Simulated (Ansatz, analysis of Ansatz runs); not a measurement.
# Can an added electron hop between Fe atoms in K4Fe2O5 (P2_1/c)?

Question: does an added electron stay on the Fe atom where it is started in K4Fe2O5 (P2_1/c), and if so, how high is the barrier for a hop to another Fe site nearby? Model: a cell of 66 host atoms.

Calculated with Ansatz 0.2.0; plane-wave PAW DFT, PBEsol+U; relaxation of all atoms of a supercell at fixed charge in a uniform background; PAW set soft_1.

Report form: the programs' logs are mostly left out.

### 1. Starting point

The cell holds 66 atoms: 24 K, 12 Fe and 30 O. Cell: a = 14.049 Å, b = 8.709 Å, c = 9.992 Å, α = 79.6°, β = 102.9°, γ = 111.9°. It derives from K4Fe2O5 (space group P2_1/c). Nearest the centre at fractional (0.500, 0.500, 0.000): O53 at 0.00 Å, Fe29 at 1.92 Å, Fe32 at 1.92 Å, K2 at 2.71 Å, K8 at 2.71 Å, K23 at 2.75 Å, K11 at 2.75 Å, O47 at 3.07 Å.

Hubbard terms: Fe d 5.0 eV. They were chosen, not fitted, to curb self-interaction in the shells named, the trial site's among them. The two sites are Fe32 and Fe29. The cell's shortest repeat is 8.7 Å. The host's moments were started ferromagnetic, high spin; both sites carry the same spin direction.

### 2. The cell without the carrier

The neutral cell is relaxed first, from small random displacements, so that bond lengths and moments with the carrier can be set beside those of a relaxed cell without it.

Contents of neutral.relax/input.yaml:

```yaml
crystal:
  lattice:
    - [12.7289732, 5.94492745, -0.02100428]
    - [-6.3644866, 5.94492745, 0.01050214]
    - [-2.45292738, 0.0, 9.68671688]
  atoms:
    - { symbol: K, position: [0.215345, 0.161991, 0.01721] }
    - { symbol: K, position: [0.548678, 0.828658, 0.01721] }
    - { symbol: K, position: [0.882011, 0.495324, 0.01721] }
    - { symbol: K, position: [0.227476, 0.362608, 0.337249] }
    - { symbol: K, position: [0.560809, 0.029275, 0.337249] }
    - { symbol: K, position: [0.894143, 0.695941, 0.337249] }
    - { symbol: K, position: [0.117989, 0.504676, 0.98279] }
    - { symbol: K, position: [0.451322, 0.171342, 0.98279] }
[... 54 atom lines left out ...]
    - { symbol: O, position: [0.666667, 0.833333, 0.5] }
    - { symbol: O, position: [0.291624, 0.447202, 0.597473] }
    - { symbol: O, position: [0.624957, 0.113869, 0.597473] }
    - { symbol: O, position: [0.958291, 0.780535, 0.597473] }
basis:
  ecutwfc: 420
  xc_grid: 2
hamiltonian:
  xc: pbesol
  hubbard:
    sites: [{ species: Fe, l: d, u_eff: 5.0 }]
    projectors: ortho-atomic
  pseudopotentials: { kind: paw, azcp: { folder: soft_1 }, xc_functional: pbe }
kpoints:
  mp_grid: { grid: [1, 1, 1] }
magnetization:
  spin_polarized: true
  initial_magnetization: 60
  spin_locking: { lock_magnetization: hard }
scf:
  occupations: { method: fermi_dirac, width: 0.01 }
  max_iter: 120
  lower_state_search: "off"
output:
  forces: true
relax:
  f_tol: 0.02
  max_steps: 70
  random_displacement: { amplitude: 0.04, seed: 3665 }
checkpoint:
  write: "../neutral.relax.run"
  compress: false
  write_wavefunctions: true
  write_every: 100000
```

Started as:

```bash
> ansatz run input.yaml --threads 32 --pin off --max-ram 84787MiB --backend cuda --events-out ev --progress --plain --runs-dir out --max-vram 78GiB
```

Run time: 5.2 s. Hardware: 1 × NVIDIA GB200 with 32 threads of Arm Neoverse V2, shared host; peak memory 1.5 GiB; 20 s of CPU time.

The largest displacement from an ideal site is 0.010 Å.

### 3. The electron on the first site

The nearest neighbour or neighbours of the site start displaced and the site's starting moment is changed by the carrier's spin, since a carrier doesn't trap itself in the undistorted lattice.

Contents of A.relax/input.yaml:

```yaml
crystal:
  lattice:
    - [12.7289732, 5.94492745, -0.02100428]
    - [-6.3644866, 5.94492745, 0.01050214]
    - [-2.45292738, 0.0, 9.68671688]
  atoms:
    - { symbol: K, position: [0.215264, 0.161874, 0.016252] }
    - { symbol: K, position: [0.548479, 0.828373, 0.016267] }
    - { symbol: K, position: [0.88189, 0.49527, 0.016183] }
    - { symbol: K, position: [0.227002, 0.362195, 0.337007] }
    - { symbol: K, position: [0.560172, 0.028665, 0.336836] }
    - { symbol: K, position: [0.893472, 0.695693, 0.336748] }
    - { symbol: K, position: [0.118198, 0.503913, 0.983338] }
    - { symbol: K, position: [0.451379, 0.170399, 0.983423] }
[... 54 atom lines left out ...]
    - { symbol: O, position: [0.666695, 0.832912, 0.499835] }
    - { symbol: O, position: [0.292038, 0.447371, 0.597675] }
    - { symbol: O, position: [0.625298, 0.114079, 0.597493] }
    - { symbol: O, position: [0.958592, 0.780867, 0.597562] }
total_charge: -1
basis:
  ecutwfc: 420
  xc_grid: 2
hamiltonian:
  xc: pbesol
  hubbard:
    sites: [{ species: Fe, l: d, u_eff: 5.0 }]
    projectors: ortho-atomic
  pseudopotentials: { kind: paw, azcp: { folder: soft_1 }, xc_functional: pbe }
kpoints:
  mp_grid: { grid: [1, 1, 1] }
magnetization:
  spin_polarized: true
  initial_magnetization: 59
  spin_locking: { lock_magnetization: hard }
scf:
  occupations: { method: fermi_dirac, width: 0.01 }
  max_iter: 120
  lower_state_search: "off"
output:
  forces: true
relax:
  f_tol: 0.015
  max_steps: 70
  escape_saddle: false
checkpoint:
  write: "../A.relax.run"
  compress: false
  write_wavefunctions: true
  write_every: 100000
```

It took 11 s on 1 × NVIDIA GB200 with 32 threads; peak memory 1.7 GiB.

Relaxation path:

```tsv
step	energy less that of the first step (eV)	largest force component (eV/Å)
1	0.0000	0.9591
2	-0.0072	0.7356
3	-0.2114	0.3029
4	-0.2254	0.1688
5	-0.2305	0.0614
6	-0.2319	0.0242
7	-0.2321	0.0064
```

The atoms that moved most (Å):

```tsv
atom	dx	dy	dz	length
O47	0.039	-0.059	0.082	0.108
K20	0.009	0.026	0.102	0.106
K23	-0.037	0.021	-0.089	0.099
Fe32	0.090	-0.006	-0.027	0.094
O65	-0.015	0.064	-0.056	0.086
O41	0.000	0.052	0.067	0.085
K14	-0.005	0.078	0.033	0.085
O57	0.016	0.055	-0.047	0.073
```

The moves above count from the input, in which the site's nearest neighbours were already displaced; the distances below compare with the cell without the carrier.

Distances from Fe32 without and with the electron:

```tsv
atom	without (Å)	with (Å)
O57	1.83	1.91
O53	1.93	2.07
O41	1.94	2.12
O47	1.95	2.04
```

The largest changes of the moments are -0.42 μB on Fe32, -0.16 μB on O57 and -0.05 μB on O47. The largest part sits on the chosen site.

### 4. The electron on the second site

The same start is made on the second site, to get the end of the hop.

Contents of B.relax/input.yaml:

```yaml
crystal:
  lattice:
    - [12.7289732, 5.94492745, -0.02100428]
    - [-6.3644866, 5.94492745, 0.01050214]
    - [-2.45292738, 0.0, 9.68671688]
  atoms:
    - { symbol: K, position: [0.215264, 0.161874, 0.016252] }
    - { symbol: K, position: [0.548479, 0.828373, 0.016267] }
[... 5 atom lines left out ...]
    - { symbol: K, position: [0.451379, 0.170399, 0.983423] }
[... 2 atom lines left out ...]
    - { symbol: K, position: [0.333892, 0.576286, 0.837004] }
[... 17 atom lines left out ...]
    - { symbol: Fe, position: [0.430299, 0.452742, 0.155781], spin: 4.0 }
[... 2 atom lines left out ...]
    - { symbol: Fe, position: [0.569685, 0.54618, 0.844007], spin: 5.0 }
[... 20 atom lines left out ...]
    - { symbol: O, position: [0.504258, 0.502313, -0.009895] }
[... 12 atom lines left out ...]
    - { symbol: O, position: [0.958592, 0.780867, 0.597562] }
total_charge: -1
basis:
  ecutwfc: 420
  xc_grid: 2
hamiltonian:
  xc: pbesol
  hubbard:
    sites: [{ species: Fe, l: d, u_eff: 5.0 }]
    projectors: ortho-atomic
  pseudopotentials: { kind: paw, azcp: { folder: soft_1 }, xc_functional: pbe }
kpoints:
  mp_grid: { grid: [1, 1, 1] }
magnetization:
  spin_polarized: true
  initial_magnetization: 59
  spin_locking: { lock_magnetization: hard }
scf:
  occupations: { method: fermi_dirac, width: 0.01 }
  max_iter: 120
  lower_state_search: "off"
output:
  forces: true
relax:
  f_tol: 0.015
  max_steps: 70
  escape_saddle: false
checkpoint:
  write: "../B.relax.run"
  compress: false
  write_wavefunctions: true
  write_every: 100000
```

Elapsed: 11 s, on 1 × NVIDIA GB200 with 32 threads; peak memory 1.6 GiB.

Distances from Fe29 without and with the electron:

```tsv
atom	without (Å)	with (Å)
O43	1.83	1.91
O53	1.93	2.07
O38	1.94	2.12
O59	1.95	2.04
```

The largest changes of the moments are -0.42 μB on Fe29, -0.16 μB on O43 and -0.05 μB on O59. The largest part sits on the chosen site.

### 5. Points on the line between the two structures

All atoms move on the straight line between the two relaxed structures, 2.61 amu^1/2 Å long in mass-weighted terms. Each point starts from the state of the point before, once from either end, so that both localised states can be followed; the midpoint is also started with the carrier shared.

Contents of A.x0500/input.yaml:

```yaml
crystal:
  lattice:
    - [12.7289732, 5.94492745, -0.02100428]
    - [-6.3644866, 5.94492745, 0.01050214]
    - [-2.45292738, 0.0, 9.68671688]
  atoms:
    - { symbol: K, position: [0.216959, 0.161925, 0.019897] }
    - { symbol: K, position: [0.548892, 0.82576, 0.014275] }
[... 5 atom lines left out ...]
    - { symbol: K, position: [0.451156, 0.173368, 0.985453] }
[... 2 atom lines left out ...]
    - { symbol: K, position: [0.337091, 0.573888, 0.842702] }
[... 17 atom lines left out ...]
    - { symbol: Fe, position: [0.427225, 0.455191, 0.157318], spin: 5.0 }
[... 2 atom lines left out ...]
    - { symbol: Fe, position: [0.572815, 0.54394, 0.842415], spin: 4.0 }
[... 20 atom lines left out ...]
    - { symbol: O, position: [0.500001, 0.499557, -0.000156] }
[... 12 atom lines left out ...]
    - { symbol: O, position: [0.958421, 0.781228, 0.59657] }
total_charge: -1
basis:
  ecutwfc: 420
  xc_grid: 2
hamiltonian:
  xc: pbesol
  hubbard:
    sites: [{ species: Fe, l: d, u_eff: 5.0 }]
    projectors: ortho-atomic
  pseudopotentials: { kind: paw, azcp: { folder: soft_1 }, xc_functional: pbe }
kpoints:
  mp_grid: { grid: [1, 1, 1] }
magnetization:
  spin_polarized: true
  initial_magnetization: 59
  spin_locking: { lock_magnetization: hard }
scf:
  occupations: { method: fermi_dirac, width: 0.01 }
  max_iter: 120
  lower_state_search: "off"
output:
  forces: true
  eigenvalues: true
  eigenstates: { localisation: true }
  write_density: true
  write_potential: true
  volumetric_format: npy
checkpoint:
  read: "../A.x0375.run"
  write: "../A.x0500.run"
  compress: false
  write_wavefunctions: true
  write_every: 100000
```

The job ended after 4 s (1 × NVIDIA GB200 with 32 threads; peak memory 1.4 GiB).

States next to the filling edge at the first k-point, on the run's own zero (eigenstates.tsv). The participation number counts the atoms that a state is spread over, of 66; bands count from 0.

```tsv
spin	band	energy (eV)	occupation	participation	largest share on	share
down	259	5.292	1.00	20.1	O65	0.10
down	260	5.312	1.00	21.6	O50	0.10
down	261	5.490	1.00	6.6	O57	0.31
down	262	5.505	1.00	5.4	O43	0.34
down	263	5.574	1.00	5.5	O43	0.29
down	264	7.071	1.00	3.6	Fe29	0.37
down	265	7.856	0.00	4.4	Fe32	0.32
down	266	8.146	0.00	7.5	Fe25	0.22
down	267	8.186	0.00	9.8	Fe25	0.18
down	268	8.254	0.00	10.3	Fe30	0.16
down	269	8.313	0.00	11.5	Fe25	0.17
up	318	6.085	1.00	30.3	O61	0.05
up	319	6.090	1.00	18.6	O57	0.11
up	320	6.141	1.00	19.4	O57	0.10
up	321	6.144	1.00	26.8	O43	0.08
up	322	6.297	1.00	11.0	O43	0.16
up	323	6.438	1.00	18.5	O53	0.12
up	324	8.618	0.00	62.3	K6	0.02
up	325	10.164	0.00	53.3	K17	0.03
up	326	10.176	0.00	53.9	K21	0.03
up	327	10.597	0.00	58.6	K10	0.03
up	328	11.076	0.00	52.2	K12	0.03
```

Under PBEsol+U (5 eV) at the zone centre alone, the highest filled state is spin down, spread over 4 of 66 atoms, and the lowest empty one, 0.79 eV above it, is spin down, spread over 4 of 66 atoms.

Free energies from the first end:

```tsv
started from	fraction	energy (eV)	moment change on Fe32 (μB)	on Fe29 (μB)
first site	0	0.000	-0.42	-0.01
first site	0.125	0.020	-0.42	-0.01
first site	0.25	0.077	-0.42	0.00
first site	0.375	0.166	-0.41	-0.01
first site	0.5	0.259	-0.20	-0.20
first site	0.625	0.166	-0.01	-0.41
second site	0.875	0.020	-0.01	-0.42
second site	0.75	0.077	0.00	-0.42
second site	0.625	0.166	-0.01	-0.41
second site	0.5	0.259	-0.20	-0.20
second site	0.375	0.166	-0.41	-0.01
shared	0.5	0.259	-0.20	-0.20
second site	1	0.000	-0.01	-0.42
```

### 6. Outcome

```yaml
barrier_forward: 0.26 eV
barrier_backward: 0.26 eV
distance_of_the_two_sites_without_the_carrier: 3.85 Å
carrier_at_the_midpoint: shared
```

In words: On this line the electron must cross 0.26 eV to hop 3.85 Å; both ends have the same energy within 0.005 eV. At the midpoint the lowest state found shares the carrier between both sites, and no finished start kept it on one. That fits an adiabatic hop but does not prove it, since self-interaction left by this U favours sharing too. With an assumed attempt frequency of 1e13 per second the rate at 300 K would be 4e+08 per second for this barrier, if every crossing succeeded. A straight line need not be the lowest path, so the true barrier at this U can be lower, or higher if the ends can still break their symmetry. A shorter hop, 3.56 Å to Fe26, was not computed. No run compares the localised electron with one spread in the band, so its binding is unknown and the barrier may exceed it. The magnetic order was assumed and need not be the ground state. The total moment is locked, so a carrier of the other spin direction was not tried. The program's search for lower electronic states was switched off in all runs, so that each state is followed; none is shown to be the lowest at its structure. No image-charge correction is applied; it nearly cancels along the line while the charge stays localised. Limits: sampling at the zone centre alone can move energies of charged and open-shell states by tenths of an eV or more in cells of this size; the images are only 8.7 Å apart; gap and trapping depend on the U chosen (Fe d 5.0 eV).

[Logs are printed without paths, hosts, clocks, repeated set-up lines and the standing remarks that a program may print on its own settings, such as how far it seeks lower states.]

[Hosts, paths, dates, database ids (printed as entryN), source tags and the programs' standing remarks are cut or masked in the printed files.]
